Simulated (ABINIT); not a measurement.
# Quasiparticle gap of TaAgO3 (R3c) in ABINIT

How does a plane-wave GW calculation on TaAgO3 (R3c) run from the first input to the gap?

Method: LDA and many-body steps on it, plane waves, in ABINIT 10.8.3.

**What was measured.**

- Gap 3.36 eV: indirect optical gap from Kubelka-Munk plot; UV-Vis diffuse reflectance; powder (pristine, solid-state reaction at 900 C) (“Fabrication of ILs-Assisted AgTaO3 Nanoparticles for the Water Splitting Reaction: The Effect of ILs on Morphology and Photoactivity”, 2020, pmc:7559565).

## Step 1: Set-up

The structure is trigonal, space group R3c (No. 161). The conventional cell has a = 5.528 Å, b = 5.528 Å, c = 13.716 Å, α = 90.00°, β = 90.00°, γ = 120.00°. Nearest to Ta lie 6 O at 1.94 to 2.03 Å. Nearest to Ag lie 3 O at 2.46 Å. Nearest to O lie 2 Ta at 1.94 to 2.03 Å and 1 Ag at 2.46 Å. Farther neighbours and most contacts between anions are not listed.

The cell and positions come from the Crystallography Open Database and are kept as given unless a step says otherwise. Spin-orbit coupling is left out unless a step names it.

## Step 2: Ground state

This step: ABINIT 10.8.3; DFT, LDA, plane waves, norm-conserving pseudopotentials.

The ground-state density comes first.

Input file run.abi:

```
acell 3*1.0 Angstrom
rprim 
  2.764050000011 1.595825011582 4.571966666692
  -2.764050000011 1.595825011582 4.571966666692
  -0.000000000000 -3.191650023098 4.571966666716
ntypat 3
znucl 73 47 8
natom 10
typat 1 1 2 2 3 3 3 3 3 3
xred 
  0.000000000000 0.000000000000 0.000000000000
  0.500000000000 0.500000000000 0.500000000000
  0.249200000000 0.249200000000 0.249200000000
  0.749200000000 0.749200000000 0.749200000000
  0.810800000000 0.700900000000 0.241300000000
  0.241300000000 0.810800000000 0.700900000000
  0.700900000000 0.241300000000 0.810800000000
  0.741300000000 0.200900000000 0.310800000000
  0.200900000000 0.310800000000 0.741300000000
  0.310800000000 0.741300000000 0.200900000000
pp_dirpath "pseudos"
pseudos "Ta.upf, Ag.upf, O.upf"
ecut 39
ngkpt 4 4 4
nshiftk 1
shiftk 0 0 0
kptopt 1
chksymbreak 0
nband 59
occopt 1
tolvrs 1e-08
nstep 60
prtwf 0
optforces 0
optstress 0
indata_prefix "in"
outdata_prefix "out"
tmpdata_prefix "tmp"
```

The run is started by

```sh
> OMP_NUM_THREADS=1 mpirun -n 4 abinit run.abi > log
```

Numbers of over 12 decimals in the logs are rounded to 6 here.

Log:

```text
.Version 10.8.3 of ABINIT. v10.8.2 released Aug 2026.

 Symmetries : space group R3 c (#161); Bravais hR (rhombohedral)
================================================================================
 Values of the parameters that define the memory need of the present run
     intxc =       0    ionmov =       0      iscf =       7    lmnmax =       8
     lnmax =       8     mgfft =      60  mpssoang =       4    mqgrid =    3001
     natom =      10  nloc_mem =       1    nspden =       1   nspinor =       1
    nsppol =       1      nsym =       6    n1xccc =    2501    ntypat =       3
    occopt =       1   xclevel =       1
-    mband =          59        mffmem =           1         mkmem =           4
       mpw =        9534          nfft =      216000          nkpt =          13
================================================================================
  Rough estimation (10% accuracy) of disk space for files :
================================================================================

--------------------------------------------------------------------------------
------------- Echo of variables that govern the present computation ------------
--------------------------------------------------------------------------------
 -outvars: echo values of preprocessed input variables --------
            acell      1.8897261259E+00  1.8897261259E+00  1.8897261259E+00 Bohr

      chksymbreak           0
             ecut      3.90000000E+01 Hartree
-          fftalg         312

              ixc       -1012
              kpt      0.00000000E+00  0.00000000E+00  0.00000000E+00
                       2.50000000E-01  0.00000000E+00  0.00000000E+00
                       5.00000000E-01  0.00000000E+00  0.00000000E+00
                       2.50000000E-01  2.50000000E-01  0.00000000E+00
                       5.00000000E-01  2.50000000E-01  0.00000000E+00
                      -2.50000000E-01  2.50000000E-01  0.00000000E+00
                       5.00000000E-01  5.00000000E-01  0.00000000E+00
                       2.50000000E-01  2.50000000E-01  2.50000000E-01
                       5.00000000E-01  2.50000000E-01  2.50000000E-01
                      -2.50000000E-01  2.50000000E-01  2.50000000E-01
                       5.00000000E-01  5.00000000E-01  2.50000000E-01
[...]
kptrlatt        4    0    0      0    4    0      0    0    4
          kptrlen      4.17863800E+01
P           mkmem           4
            natom          10
            nband          59
            ngfft          60      60      60
             nkpt          13
            nstep          60
             nsym           6
           ntypat           3
              occ      2.000000  2.000000  2.000000  2.000000  2.000000  2.000000
                       2.000000  2.000000  2.000000  2.000000  2.000000  2.000000
                       2.000000  2.000000  2.000000  2.000000  2.000000  2.000000
                       2.000000  2.000000  2.000000  2.000000  2.000000  2.000000
                       2.000000  2.000000  2.000000  2.000000  2.000000  2.000000
                       2.000000  2.000000  2.000000  2.000000  2.000000  2.000000
                       2.000000  2.000000  2.000000  2.000000  2.000000  2.000000
                       2.000000  2.000000  2.000000  2.000000  2.000000  2.000000
                       2.000000  2.000000  0.000000  0.000000  0.000000  0.000000
                       0.000000  0.000000  0.000000  0.000000  0.000000
        optforces           0
        optstress           0
            prtwf           0
            rprim      2.7640500000E+00  1.5958250116E+00  4.5719666667E+00
[...]
spgroup         161

           tolvrs      1.00000000E-08

             xred      0.0000000000E+00  0.0000000000E+00  0.0000000000E+00
[...]
znucl       73.00000   47.00000    8.00000

================================================================================

 chkinp: Checking input parameters for consistency.

================================================================================
== DATASET  1 ==================================================================
-   mpi_nproc: 4, omp_nthreads: 1 (-1 if OMP is not activated)

--- !DatasetInfo
iteration_state: {dtset: 1, }
dimensions: {natom: 10, nkpt: 13, mband: 59, nsppol: 1, nspinor: 1, nspden: 1, mpw: 9534, }
cutoff_energies: {ecut:  39.0, pawecutdg:  -1.0, }
electrons: {nelect:   1.00000000E+02, charge:   0.00000000E+00, occopt:   1.00000000E+00, tsmear:   1.00000000E-02, }

 Real(R)+Recip(G) space primitive vectors, cartesian coordinates (Bohr,Bohr^-1):
 R(1)=  5.2232975  3.0156722  8.6397649  G(1)=  0.0957250  0.0552668  0.0385813
 R(2)= -5.2232975  3.0156722  8.6397649  G(2)= -0.0957250  0.0552668  0.0385813
 R(3)=  0.0000000 -6.0313444  8.6397649  G(3)=  0.0000000 -0.1105337  0.0385813
 Unit cell volume ucvol=  8.1654866E+02 bohr^3
 Angles (23,13,12)=  5.94348581E+01  5.94348581E+01  5.94348581E+01 degrees

 getcut: wavevector=  0.0000  0.0000  0.0000  ngfft=  60  60  60
         ecut(hartree)=     39.000   => boxcut(ratio)=   2.02572

--- Pseudopotential description ------------------------------------------------
- Ta Generated using ONCVPSP code by D. R. Hamann
- 73.00000  13.00000  180309                  znucl, zion, pspdat
[...]
nproj     2     2     1     0
  pspatm : epsatm=    6.27558587
         --- l  ekb(1:nproj) -->
[...]
2   -1.033686
 pspatm: atomic psp has been read  and splines computed

   1.36462274E+04                                ecore*ucvol(ha*bohr**3)
--------------------------------------------------------------------------------

_setup2: Arith. and geom. avg. npw (full set) are    9497.922    9497.915

================================================================================

--- !BeginCycle
iteration_state: {dtset: 1, }
solver: {iscf: 7, nstep: 60, nline: 4, wfoptalg: 0, }
tolerances: {tolvrs: 1.00E-08, }

     iter   Etot(hartree)      deltaE(h)  residm     vres2
 ETOT  1  -537.08658276996    -5.371E+02 2.258E-01 9.965E+03
 ETOT  2  -536.29785525894     7.887E-01 3.823E-02 1.645E+04
 ETOT  3  -539.43462632438    -3.137E+00 1.741E-02 1.477E+03
 ETOT  4  -539.55692465452    -1.223E-01 1.406E-02 6.934E+02
 ETOT  5  -539.57383359559    -1.691E-02 4.567E-03 3.625E+02
 ETOT  6  -539.61163883112    -3.781E-02 5.348E-03 1.230E+01
 ETOT  7  -539.61239803822    -7.592E-04 1.236E-03 8.689E+00
 ETOT  8  -539.61337444518    -9.764E-04 2.257E-03 7.740E-03
 ETOT  9  -539.61337590250    -1.457E-06 1.250E-03 4.144E-03
 ETOT 10  -539.61337635386    -4.514E-07 1.409E-03 5.063E-06
 ETOT 11  -539.61337635578    -1.914E-09 6.582E-04 2.390E-07
 ETOT 12  -539.61337635582    -4.559E-11 6.037E-04 5.007E-09

 At SCF step   12       vres2   =  5.01E-09 < tolvrs=  1.00E-08 =>converged.

--- !ResultsGS
iteration_state: {dtset: 1, }
comment   : Summary of ground state results
lattice_vectors:
- [  5.2232975,   3.0156722,   8.6397649, ]
- [ -5.2232975,   3.0156722,   8.6397649, ]
- [ -0.0000000,  -6.0313444,   8.6397649, ]
lattice_lengths: [  10.53673,   10.53673,   10.53673, ]
lattice_angles: [ 59.435,  59.435,  59.435, ] # degrees, (23, 13, 12)
lattice_volume:   8.1654866E+02
convergence: {deltae: -4.559E-11, res2:  5.007E-09, residm:  6.037E-04, diffor:  0.000E+00, }
etotal    :  -5.39613376E+02
entropy   :   0.00000000E+00
fermie    :   2.41880863E-01
cartesian_stress_tensor: null
pressure_GPa: null
xred      :
- [  0.0000E+00,   0.0000E+00,   0.0000E+00, Ta]
- [  5.0000E-01,   5.0000E-01,   5.0000E-01, Ta]
- [  2.4920E-01,   2.4920E-01,   2.4920E-01, Ag]
- [  7.4920E-01,   7.4920E-01,   7.4920E-01, Ag]
- [  8.1080E-01,   7.0090E-01,   2.4130E-01,  O]
- [  2.4130E-01,   8.1080E-01,   7.0090E-01,  O]
- [  7.0090E-01,   2.4130E-01,   8.1080E-01,  O]
- [  7.4130E-01,   2.0090E-01,   3.1080E-01,  O]
- [  2.0090E-01,   3.1080E-01,   7.4130E-01,  O]
- [  3.1080E-01,   7.4130E-01,   2.0090E-01,  O]
cartesian_forces: null
force_length_stats: {min: null, max: null, mean: null, }

 Integrated electronic density in atomic spheres:
 ------------------------------------------------
 Atom  Sphere_radius  Integrated_density
[...]
================================================================================

 ----iterations are completed or convergence reached----

 Mean square residual over all n,k,spin=   12.226E-07; max=  60.373E-05
 reduced coordinates (array xred) for   10 atoms
[...]
0.700900000000      0.241300000000      0.810800000000
       0.741300000000      0.200900000000      0.310800000000
       0.200900000000      0.310800000000      0.741300000000
       0.310800000000      0.741300000000      0.200900000000
 rms dE/dt=  0.0000E+00; max dE/dt=  0.0000E+00; dE/dt below (all hartree)
    1       0.000000000000      0.000000000000      0.000000000000
    2       0.000000000000      0.000000000000      0.000000000000
    3       0.000000000000      0.000000000000      0.000000000000
    4       0.000000000000      0.000000000000      0.000000000000
    5       0.000000000000      0.000000000000      0.000000000000
    6       0.000000000000      0.000000000000      0.000000000000
    7       0.000000000000      0.000000000000      0.000000000000
    8       0.000000000000      0.000000000000      0.000000000000
    9       0.000000000000      0.000000000000      0.000000000000
   10       0.000000000000      0.000000000000      0.000000000000

 cartesian coordinates (angstrom) at end:
[...]
6     -1.574126    -0.558060     8.014658
    7      1.270357    -1.084204     8.014658
    8      1.493693     0.511621     5.728674
    9     -0.303769    -1.549387     5.728674
   10     -1.189924     1.037765     5.728674
 length scales=  1.889726125908  1.889726125908  1.889726125908 bohr
              =  1.000000000000  1.000000000000  1.000000000000 angstroms
 prteigrs : about to open file out_EIG
 Fermi (or HOMO) energy (hartree) =   0.24188   Average Vxc (hartree)=  -0.45838
 Eigenvalues (hartree) for nkpt=  13  k points:
 kpt#   1, nband= 59, wtk=  0.01563, kpt=  0.0000  0.0000  0.0000 (reduced coord)
  -3.02051   -3.02051   -2.25401   -2.25393   -1.68312   -1.68308   -1.68301   -1.68301
  -1.68296   -1.68296   -1.02727   -1.02727   -1.02702   -1.02395   -1.02395   -1.02363
  -0.41899   -0.38630   -0.38630   -0.34894   -0.34894   -0.34879    0.02132    0.02285
   0.02285    0.04161    0.04161    0.04456    0.11662    0.11662    0.12229    0.16118
   0.16350    0.16350    0.16494    0.16936    0.16936    0.18237    0.18237    0.18681
   0.18681    0.19338    0.19451    0.19668    0.19668    0.21346    0.21346    0.22164
   0.23602    0.23602    0.31718    0.32180    0.32180    0.32385    0.38887    0.44256
   0.44256    0.46033    0.50270
 prteigrs : prtvol=0 or 1, do not print more k-points.

--- !EnergyTerms
iteration_state     : {dtset: 1, }
comment             : Components of total free energy in Hartree
kinetic             :  2.06750323007215E+02
hartree             :  1.19316808327095E+02
xc                  : -1.00097572363099E+02
Ewald energy        : -3.74030055457853E+02
psp_core            :  1.67120811129373E+01
local_psp           : -3.96385503624749E+02
non_local_psp       : -1.18794573573708E+01
total_energy        : -5.39613376355824E+02
total_energy_eV     : -1.46836280075163E+04
band_energy         : -4.98657908449653E+01

== END DATASET(S) ==============================================================
================================================================================

 -outvars: echo values of variables after computation  --------
           etotal     -5.3961337636E+02
            nband          59
             nkpt          13
          spgroup         161
 [... the other variables as echoed above ...]

 Calculation completed.
```

Wall time 2.8 min (4 MPI ranks of Arm Neoverse V1, shared host); peak memory 0.54 GiB.

This step gave:

```yaml
total_energy: -14683.6280 eV
gap: 1.976 eV
k_of_the_valence_top: -0.25, 0.25, 0.25
k_of_the_conduction_bottom: 0.5, 0.5, 0
least_direct_gap: 2.048 eV
```

The gap is indirect, with the least direct gap 0.07 eV higher.

[end of part 1 of 3]

[Paths, hosts, dates, memory and timing lines, banners, echoed tables and standing remarks are left out of the program output.]

[Logs are printed without paths, hosts, clocks, repeated set-up lines and the standing remarks that a program may print on its own settings, such as how far it seeks lower states.]

[Runs of the session that timed out or met a known fault of the program may be left out.]

[Hosts, paths, dates, database ids (printed as entryN), source tags and the programs' standing remarks are cut or masked in the printed files.]

[G0W0 gaps are taken among the corrected bands and points alone; a level outside them can change the order at an edge.]

[Where Ansatz stands beside ABINIT at settings called matched, ABINIT's density can come from a denser mesh and the files from another edition; pairs whose starting gaps differed by over 0.03 eV were left out, so agreement reads better than it is.]
